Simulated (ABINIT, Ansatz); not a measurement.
# Titanium (P6_3/mmc): phonons by linear response

How does Titanium (P6_3/mmc) vibrate, and is this structure a minimum?

Main program and level: ABINIT 10.8.3; DFT PBEsol, scalar-relativistic, plane waves, PseudoDojo norm-conserving pseudopotentials.

Report form: the programs' logs are mostly left out.

**1. The structure**

The structure is hexagonal, space group P6_3/mmc (No. 194). The conventional cell has a = 2.950 Å, b = 2.950 Å, c = 4.680 Å, α = 90.00°, β = 90.00°, γ = 120.00°. Ti has 12 Ti at 2.89 to 2.95 Å nearest.

**2. A probe with smearing**

A first run with smearing and empty bands tells whether the crystal has a gap, which decides between fixed occupations and smearing later on.

The input, probe.abi:

```
# ground state
tolvrs 1.0d-08
prtden 1
prtwf 1

# basis, mesh and filling
ecut 38.0
ngkpt 9 9 4
nshiftk 1
shiftk 0.0 0.0 0.0
istwfk *1
occopt 7
tsmear 0.005
nband 19
nstep 100
diemac 9.0
prtebands 0
prtgsr 0

# cell and atoms
acell 5.574692068 5.574692068 8.843918263
rprim 
    1.0 0.0 0.0
    -0.5 0.8660254038 0.0
    0.0 0.0 1.0
ntypat 1
znucl 22
natom 2
typat 1 1
xred 
    1/3 2/3 0.25
    2/3 1/3 0.75
pp_dirpath "./pseudo"
pseudos "Ti.upf"
```

Started as:

```bash
$ OMP_NUM_THREADS=1 mpirun -n 16 abinit probe.abi > probe.log
```

Run time: 5.9 s. Hardware: 16 MPI ranks of Arm Neoverse V1, shared host.

Numbers from this step:

```
volume per atom   : 17.64 Å³
pressure          : -6.003 GPa
gap on the k-mesh : 0 eV
```

No gap opens on this mesh, so smearing is kept; the printed pressure holds the stress of the finite basis too.

**3. Relaxation**

The harmonic expansion needs vanishing forces, and a free crystal bears no stress, so cell and atoms are brought to rest. Stress is more sensitive to the basis than forces are: the last 3 Ha under the cutoff are smoothed with ecutsm, and the cutoff is raised above that of the later runs.

The input, relax.abi:

```
# relaxation
ionmov 2
optcell 2
dilatmx 1.08
ntime 40
tolmxf 1.0d-05
tolvrs 1.0d-14
prtwf 0
prtden 0
chksymtnons 0

# basis, mesh and filling
ecut 47.0
ecutsm 3.0
ngkpt 12 12 6
nshiftk 1
shiftk 0.0 0.0 0.0
istwfk *1
occopt 7
tsmear 0.01
nband 19
nstep 100
diemac 1000000.0
prtebands 0
prtgsr 0

# cell and atoms
acell 5.574692068 5.574692068 8.843918263
rprim 
    1.0 0.0 0.0
    -0.5 0.8660254038 0.0
    0.0 0.0 1.0
ntypat 1
znucl 22
natom 2
typat 1 1
xred 
    1/3 2/3 0.25
    2/3 1/3 0.75
pp_dirpath "./pseudo"
pseudos "Ti.upf"
```

Started as:

```bash
$ OMP_NUM_THREADS=1 mpirun -n 16 abinit relax.abi > relax.log
```

Run time: 2 min. Hardware: 16 MPI ranks.

Relaxation path:

```csv
step,energy less that of the first step (eV),largest force (eV/Å),volume (Å³)
1,0.0000,0.0000,35.27
2,-0.0173,0.0000,34.68
3,-0.0314,0.0000,33.46
4,-0.0315,0.0000,33.52
5,-0.0315,0.0000,33.52
6,-0.0315,0.0000,33.52
```

```csv
"conventional cell, symmetrised",before,after,change
a (Å),2.950,2.902,-1.6 %
b (Å),2.950,2.902,-1.6 %
c (Å),4.680,4.594,-1.8 %
volume (Å³/atom),17.64,16.76,-5.0 %
```

The relaxed structure:

```xyz
2
Lattice="2.9025 0.0000 0.0000 -1.4512 2.5136 0.0000 0.0000 0.0000 4.5941" Properties=species:S:1:pos:R:3 pbc="T T T"
Ti    0.0000    1.6757    1.1485
Ti    1.4512    0.8379    3.4456
```

This step gave:

```yaml
volume_per_atom: 16.76 Å³
pressure: 6.66e-4 GPa
```

The volume changes by -5.0 % in this run and stands -5.0 % from the first cell.

**4. Self-consistent run for the response**

The response is built on these wavefunctions, so the potential is converged far more tightly than an energy would need. Smearing stays on, as the first look found no gap above 0.3 eV.

The input, gs.abi:

```
# ground state
tolvrs 1.0d-16
prtden 1
prtwf 1

# basis, mesh and filling
ecut 38.0
ngkpt 12 12 6
nshiftk 1
shiftk 0.0 0.0 0.0
istwfk *1
occopt 7
tsmear 0.01
nband 19
nstep 100
diemac 1000000.0
prtebands 0
prtgsr 0

# cell and atoms
acell 5.48483844 5.48483844 8.681617462
rprim 
    1.0 0.0 0.0
    -0.5 0.8660254038 0.0
    0.0 0.0 1.0
ntypat 1
znucl 22
natom 2
typat 1 1
xred 
    1/3 2/3 0.25
    2/3 1/3 0.75
pp_dirpath "./pseudo"
pseudos "Ti.upf"
```

Started as:

```bash
$ OMP_NUM_THREADS=1 mpirun -n 16 abinit gs.abi > gs.log
```

Run time: 12 s. Hardware: 16 MPI ranks.

Numbers from this step:

- pressure: -0.1932 GPa

The cell stands at -0.19 GPa: the relaxation ran with a smoothed and higher cutoff, and the difference is a stress of the finite basis.

**5. Linear response at Γ**

At q = 0 one unit cell holds all displacements. The response is solved for single atoms along the cell's directions, and symmetry skips those that follow from others. The crystal is treated as a metal, which screens a static field, so no field response is asked.

The input, dfpt_gamma.abi:

```

# common to the responses
getwfk_filepath "gso_WFK"
kptopt 2
nqpt 1
qpt 0.0 0.0 0.0
asr 0
chneut 0

# displacements
rfphon 1
rfatpol 1 2
rfdir 1 1 1
tolvrs 1.0d-10
prtwf 0
prtpot 1

# basis, mesh and filling
ecut 38.0
ngkpt 12 12 6
nshiftk 1
shiftk 0.0 0.0 0.0
istwfk *1
occopt 7
tsmear 0.01
nband 19
nstep 100
diemac 1000000.0
prtebands 0
prtgsr 0

# cell and atoms
acell 5.48483844 5.48483844 8.681617462
rprim 
    1.0 0.0 0.0
    -0.5 0.8660254038 0.0
    0.0 0.0 1.0
ntypat 1
znucl 22
natom 2
typat 1 1
xred 
    1/3 2/3 0.25
    2/3 1/3 0.75
pp_dirpath "./pseudo"
pseudos "Ti.upf"
```

Started as:

```bash
$ OMP_NUM_THREADS=1 mpirun -n 16 abinit dfpt_gamma.abi > dfpt_gamma.log
```

Run time: 55 s. Hardware: 16 MPI ranks.

This step gave:

- largest acoustic frequency at the zone centre before the sum rule: -7.06 cm⁻¹
- highest optical zone-centre mode (no LO-TO term): 203.4 cm⁻¹
- lowest optical zone-centre mode: 116.5 cm⁻¹

The acoustic modes at Γ come out as far as 7.1 cm⁻¹ from zero, where they should vanish, a small numerical error.

**6. Linear response on the mesh**

Linear response treats each wavevector of the 3×3×2 mesh in the unit cell; the first-order potentials are kept for the electron-phonon matrix elements.

The input, dfpt_q.abi:

```
ndtset 5

# wavevectors
qpt1 0.3333333333 0.0 0.0
qpt2 0.3333333333 0.3333333333 0.0
qpt3 0.0 0.0 0.5
qpt4 0.3333333333 0.0 0.5
qpt5 0.3333333333 0.3333333333 0.5

# displacements
getwfk_filepath "gso_WFK"
getwfq_filepath "gso_WFK"
kptopt 3
nqpt 1
rfphon 1
rfatpol 1 2
rfdir 1 1 1
tolvrs 1.0d-10
prtwf 0
prtpot 1

# basis, mesh and filling
ecut 38.0
ngkpt 12 12 6
nshiftk 1
shiftk 0.0 0.0 0.0
istwfk *1
occopt 7
tsmear 0.01
nband 19
nstep 100
diemac 1000000.0
prtebands 0
prtgsr 0

# cell and atoms
acell 5.48483844 5.48483844 8.681617462
rprim 
    1.0 0.0 0.0
    -0.5 0.8660254038 0.0
    0.0 0.0 1.0
ntypat 1
znucl 22
natom 2
typat 1 1
xred 
    1/3 2/3 0.25
    2/3 1/3 0.75
pp_dirpath "./pseudo"
pseudos "Ti.upf"
```

Started as:

```bash
$ OMP_NUM_THREADS=1 mpirun -n 16 abinit dfpt_q.abi > dfpt_q.log
```

The job ended after 19 min (16 MPI ranks).

Numbers from this step:

```yaml
lowest_mode_on_the_q_mesh_acoustic_ones_at_the_zone_centre_apart: 68.81 cm⁻¹
```

Frequencies (cm⁻¹) before the sum rule at the irreducible wavevectors but Γ, which is solved apart; negative means imaginary. Frequencies by wavevector:

```csv
q (fractions),star,mode 1,mode 2,mode 3,mode 4,mode 5,mode 6
0.3333 0 0,6,82.5,103.2,204.3,213.1,213.1,238.6
0.3333 0.3333 0,2,174.2,174.2,191.8,191.8,221,283.7
0 0 0.5,1,87.23,87.23,87.23,87.23,192.7,192.7
0.3333 0 0.5,6,159.1,159.1,161.3,161.3,249.2,249.2
0.3333 0.3333 0.5,2,68.81,68.81,250.3,250.3,261,261
```

**7. Dispersion**

anaddb transforms the dynamical matrices to force constants and back along the path; points of the mesh come back as solved, but for the sum rule and, in polar crystals, the LO-TO term at Γ; the rest is interpolation.

The input, anaddb.abi:

```
ddb_filepath "all_DDB"
output_file "anaddb.abo"
outdata_prefix "anaddb"
ifcflag 1
ngqpt 3 3 2
nqshft 1
q1shft 0.0 0.0 0.0
asr 1
chneut 0
dipdip 0
dipquad 0
quadquad 0
enunit 0
eivec 0
nph1l 93
qph1l 
    0.0 0.0 0.0 1.0
    0.05 0.0 0.0 1.0
    0.1 0.0 0.0 1.0
    0.15 0.0 0.0 1.0
    0.2 0.0 0.0 1.0
    0.25 0.0 0.0 1.0
    0.3 0.0 0.0 1.0
    0.35 0.0 0.0 1.0
    0.4 0.0 0.0 1.0
    0.45 0.0 0.0 1.0
    0.5 0.0 0.0 1.0
    0.48333333 0.03333333 0.0 1.0
    0.46666667 0.06666667 0.0 1.0
    0.45 0.1 0.0 1.0
    0.43333333 0.13333333 0.0 1.0
    0.41666667 0.16666667 0.0 1.0
    0.4 0.2 0.0 1.0
    0.38333333 0.23333333 0.0 1.0
    0.36666667 0.26666667 0.0 1.0
    0.35 0.3 0.0 1.0
    0.33333333 0.33333333 0.0 1.0
    0.3 0.3 0.0 1.0
    0.26666667 0.26666667 0.0 1.0
    0.23333333 0.23333333 0.0 1.0
    0.2 0.2 0.0 1.0
    0.16666667 0.16666667 0.0 1.0
    0.13333333 0.13333333 0.0 1.0
    0.1 0.1 0.0 1.0
    0.06666667 0.06666667 0.0 1.0
    0.03333333 0.03333333 0.0 1.0
    0.0 0.0 0.0 1.0
    0.0 0.0 0.05 1.0
    0.0 0.0 0.1 1.0
    0.0 0.0 0.15 1.0
    0.0 0.0 0.2 1.0
    0.0 0.0 0.25 1.0
    0.0 0.0 0.3 1.0
    0.0 0.0 0.35 1.0
    0.0 0.0 0.4 1.0
    0.0 0.0 0.45 1.0
    0.0 0.0 0.5 1.0
    0.05 0.0 0.5 1.0
    0.1 0.0 0.5 1.0
    0.15 0.0 0.5 1.0
    0.2 0.0 0.5 1.0
    0.25 0.0 0.5 1.0
    0.3 0.0 0.5 1.0
    0.35 0.0 0.5 1.0
    0.4 0.0 0.5 1.0
    0.45 0.0 0.5 1.0
    0.5 0.0 0.5 1.0
    0.48333333 0.03333333 0.5 1.0
    0.46666667 0.06666667 0.5 1.0
    0.45 0.1 0.5 1.0
    0.43333333 0.13333333 0.5 1.0
    0.41666667 0.16666667 0.5 1.0
    0.4 0.2 0.5 1.0
    0.38333333 0.23333333 0.5 1.0
    0.36666667 0.26666667 0.5 1.0
    0.35 0.3 0.5 1.0
    0.33333333 0.33333333 0.5 1.0
    0.3 0.3 0.5 1.0
    0.26666667 0.26666667 0.5 1.0
    0.23333333 0.23333333 0.5 1.0
    0.2 0.2 0.5 1.0
    0.16666667 0.16666667 0.5 1.0
    0.13333333 0.13333333 0.5 1.0
    0.1 0.1 0.5 1.0
    0.06666667 0.06666667 0.5 1.0
    0.03333333 0.03333333 0.5 1.0
    0.0 0.0 0.5 1.0
    0.5 0.0 0.5 1.0
    0.5 0.0 0.45 1.0
    0.5 0.0 0.4 1.0
    0.5 0.0 0.35 1.0
    0.5 0.0 0.3 1.0
    0.5 0.0 0.25 1.0
    0.5 0.0 0.2 1.0
    0.5 0.0 0.15 1.0
    0.5 0.0 0.1 1.0
    0.5 0.0 0.05 1.0
    0.5 0.0 0.0 1.0
    0.33333333 0.33333333 0.5 1.0
    0.33333333 0.33333333 0.45 1.0
    0.33333333 0.33333333 0.4 1.0
    0.33333333 0.33333333 0.35 1.0
    0.33333333 0.33333333 0.3 1.0
    0.33333333 0.33333333 0.25 1.0
    0.33333333 0.33333333 0.2 1.0
    0.33333333 0.33333333 0.15 1.0
    0.33333333 0.33333333 0.1 1.0
    0.33333333 0.33333333 0.05 1.0
    0.33333333 0.33333333 0.0 1.0
```

The input, mrgddb.in:

```
all_DDB
merged
6
dfpt_gammao_DDB
dfpt_qo_DS1_DDB
dfpt_qo_DS2_DDB
dfpt_qo_DS3_DDB
dfpt_qo_DS4_DDB
dfpt_qo_DS5_DDB
```

Started as:

```bash
$ mrgddb < mrgddb.in > mrgddb.log
$ OMP_NUM_THREADS=1 anaddb anaddb.abi > anaddb.log
```

Wall time 0.54 s (1 thread).

This step gave:

```
lowest frequency on the path : 0 cm⁻¹
```

Anaddb. Phonon branches along the path, in cm⁻¹:

```csv
point,branch 1,branch 2,branch 3,branch 4,branch 5,branch 6
Γ,0,0,0,116,116,204
halfway,70,79,162,188,212,213
M,91,130,208,235,247,254
halfway,137,144,200,211,242,271
K,174,174,192,192,221,284
halfway,92,117,144,213,219,220
Γ,0,0,0,116,116,204
halfway,49,49,110,110,120,209
A,87,87,87,87,193,193
halfway,141,141,150,150,228,228
L,167,167,174,174,270,270
halfway,106,106,225,225,267,267
H,69,69,250,250,261,261
halfway,118,118,186,186,235,235
A,87,87,87,87,193,193
jump to L,167,167,174,174,270,270
halfway,120,153,190,219,256,262
M,91,130,208,235,247,254
jump to H,69,69,250,250,261,261
halfway,118,118,229,237,237,274
K,174,174,192,192,221,284
```

All branches are real along the path.

**8. Density of states**

Sums over the zone need many more wavevectors than were solved, so the interpolation is sampled on a dense mesh.

The input, anaddb.abi:

```
ddb_filepath "all_DDB"
output_file "anaddb.abo"
outdata_prefix "anaddb"
ifcflag 1
ngqpt 3 3 2
nqshft 1
q1shft 0.0 0.0 0.0
asr 1
chneut 0
dipdip 0
dipquad 0
quadquad 0
prtdos 2
ng2qpt 18 18 10
dosdeltae 4.5563e-06
ntemper 11
temperinc 100.0
tempermin 0.0
```

Started as:

```bash
$ OMP_NUM_THREADS=1 anaddb anaddb.abi > anaddb.log
```

Run time: 0.67 s. Hardware: 1 thread.

This step gave:

| Property | Result |
| --- | --- |
| share of modes beyond 3i cm⁻¹ on the dense interpolated mesh | 0 |
| zero-point energy per atom | 33.36 meV |
| heat capacity at 300 K | 23.33 J/(mol atoms K) |
| vibrational entropy at 300 K | 31.12 J/(mol atoms K) |

The phonon density of states has structure finer than the step of the table below, so its rows give means over 10 cm⁻¹, whole bins alone (the curve runs from -30 to 314 cm⁻¹). Peaks (cm⁻¹: height): 108.0: 0.0402, 186.0: 0.0358, 212.0: 0.0472, 262.0: 0.0425.

Tetrahedra. Phonon density of states against wavenumber; means over each step:

```csv
wavenumber (cm⁻¹),phonon density of states (1/cm⁻¹/cell)
0,2.5e-6
10,7.6e-5
20,3.6e-4
30,8.6e-4
40,0.00160
50,0.00263
60,0.00401
70,0.00591
80,0.0102
90,0.0168
100,0.0292
110,0.0369
120,0.0306
130,0.0299
140,0.0278
150,0.0255
160,0.0226
170,0.0177
180,0.0275
190,0.0326
200,0.0306
210,0.0431
220,0.0360
230,0.0346
240,0.0361
250,0.0371
260,0.0384
270,0.0180
280,0.00275
290,6.5e-6
300,0
```

Harmonic thermodynamic functions per atom, summed over the density of states scaled to three modes an atom; melting is ignored. Thermodynamic functions:

```csv
T (K),F_vib (meV/atom),S (J/mol-atom/K),C_V (J/mol-atom/K)
0,33.36,0,0
50,33.07,2.15,5.517
100,30.24,9.091,14.79
200,13.77,21.98,21.54
300,-14.01,31.12,23.33
400,-49.94,37.94,24.02
500,-92.16,43.34,24.34
600,-139.4,47.79,24.52
700,-191,51.58,24.63
800,-246.2,54.88,24.71
900,-304.6,57.79,24.76
1000,-365.9,60.4,24.79
```

At 300 K the heat capacity has reached 94 % of the Dulong-Petit value.

**9. Cross-check with Ansatz**

A second program on the same cell, potentials, cutoff and meshes tests the implementation of the phonon response, not its convergence.

This step: DFT PBEsol, scalar-relativistic, plane waves, PseudoDojo norm-conserving pseudopotentials (Ansatz 0.2.0).

The input, input.yaml:

```yaml
crystal:
  lattice:
    - [2.9024515079, 0.0, 0.0]
    - [-1.4512257539, 2.5135967391, 0.0]
    - [0.0, 0.0, 4.5941141146]
  atoms:
    - { symbol: Ti, position: [0.3333333333, 0.6666666667, 0.25] }
    - { symbol: Ti, position: [0.6666666667, 0.3333333333, 0.75] }
kpoints:
  mp_grid: { grid: [12, 12, 6] }
hamiltonian:
  xc: pbesol
  pseudopotentials: { kind: nc, accuracy: standard }
scf:
  occupations: { method: gaussian, width: 0.27211 }
output:
  eigenvalues: true
basis:
  ecutwfc: 1034.033
phonons:
  method: dfpt
  qmesh: [3, 3, 2]
  temperatures: { t_max: 1000, t_step: 50 }
  qpath:
    path:
      - [[0.0, 0.0, 0.0], [0.5, 0.0, 0.0], [0.33333333, 0.33333333, 0.0], [0.0, 0.0, 0.0], [0.0, 0.0, 0.5], [0.5, 0.0, 0.5], [0.33333333, 0.33333333, 0.5], [0.0, 0.0, 0.5]]
      - [[0.5, 0.0, 0.5], [0.5, 0.0, 0.0]]
      - [[0.33333333, 0.33333333, 0.5], [0.33333333, 0.33333333, 0.0]]
    npoints: 10
  electrical_resistivity: { temperatures: [77, 300], mesh: [24, 24, 12] }
```

Started as:

```bash
$ ansatz run input.yaml --threads 16 --pin off --max-ram 32768MiB --backend cpu --events-out ev --progress --plain --runs-dir out
```

It took 2.7 min on 16 threads; peak memory 2.1 GiB; 41 min of CPU time.

Numbers from this step:

```yaml
sum_rule_residual_before_enforcement: 8.78e-5 eV/Å²
mean_frequency: 179.4 cm⁻¹
debye_temperature_second_moment: 351 K
logarithmic_mean_frequency: 168.1 cm⁻¹
highest_optical_zone_centre_mode_no_lo_to_term: 203.6 cm⁻¹
lowest_mode_on_the_q_mesh_acoustic_ones_at_the_zone_centre_apart: 68.86 cm⁻¹
vibrational_entropy_at_300_k: 31.15 J/(mol atoms K)
```

**10. The two compared: ABINIT PseudoDojo and Ansatz, PseudoDojo**

Worked out from the results:

| Item | Value |
| --- | --- |
| root-mean-square difference | 0.25 cm⁻¹ |
| largest difference | 0.9 cm⁻¹ |
| root-mean-square difference on the path | 0.2 cm⁻¹ |
| largest difference on the path | 1 cm⁻¹ |

The 12 of 33 modes that differ most. Frequencies side by side:

```csv
q (reciprocal lattice),mode,ABINIT PseudoDojo (cm⁻¹),"Ansatz, PseudoDojo (cm⁻¹)"
0.3333 0 0,1,82.5,81.6
0.3333 0 0,2,103.2,103.7
0.3333 0 0,4,213.1,212.8
0.3333 0 0,5,213.1,213.4
0.3333 0.3333 0,1,174.2,174.4
0.3333 0.3333 0,2,174.2,174.4
0.3333 0.3333 0,3,191.8,192
0.3333 0.3333 0,4,191.8,192
0 0 0.5,5,192.7,193
0 0 0.5,6,192.7,193
0.3333 0 0.5,1,159.1,158.8
0.3333 0 0.5,2,159.1,158.8
```

The interpolated bands of the two lie on top of each other.

At the solved wavevectors the largest difference (acoustic modes at Γ apart) is 0.3 % of the highest mode.

**11. What came out**

```json
{
 "space group after relaxation": "P6_3/mmc",
 "volume per atom": "16.8 Å³",
 "highest optical zone-centre mode (no LO-TO term)": "203.4 cm⁻¹",
 "lowest optical zone-centre mode": "116.5 cm⁻¹",
 "q mesh": "3×3×2",
 "lowest mode on the q mesh (acoustic ones at the zone centre apart)": "68.8 cm⁻¹",
 "zero-point energy per atom": "33.4 meV",
 "heat capacity at 300 K": "23.3 J/(mol atoms K)",
 "vibrational entropy at 300 K": "31.1 J/(mol atoms K)",
 "imaginary modes on the q mesh": "none",
 "largest difference from Ansatz, PseudoDojo": "0.9 cm⁻¹"
}
```

What this shows: Titanium (P6_3/mmc) is dynamically stable on the 3×3×2 mesh; its spectrum reaches 284 cm⁻¹. At the PBEsol level the optical modes of Titanium (P6_3/mmc) at the zone centre run from 116 to 203 cm⁻¹. Along axes with an odd number of divisions the mesh misses the zone-boundary points at one half, where instabilities often lie; those are only interpolated. ABINIT PseudoDojo and Ansatz, PseudoDojo agree to 0.90 cm⁻¹ (0.3 % of the highest mode compared) on all solved modes but the acoustic ones at Γ. These are harmonic frequencies at zero temperature: anharmonic shifts and linewidths and thermal expansion are left out. In a metal the frequencies hang on the k mesh and the smearing, most of all near Kohn anomalies. Ansatz warns that the cutoff lies 10 % under the one recommended for these files; agreement at one cutoff is not convergence. Electron-phonon sums were run after this but are left out, since no second program bore their λ out within 30 %; a λ that a log prints is not taken as a result. The q mesh stands for a supercell only 8.7 Å across, so branches between the solved wavevectors are rough.

[Host names and launcher messages were left out of these logs when they were recorded.]

[Logs are printed without paths, hosts, clocks, repeated set-up lines and the standing remarks that a program may print on its own settings, such as how far it seeks lower states.]

[Hosts, paths, dates, database ids (printed as entryN), source tags and the programs' standing remarks are cut or masked in the printed files.]
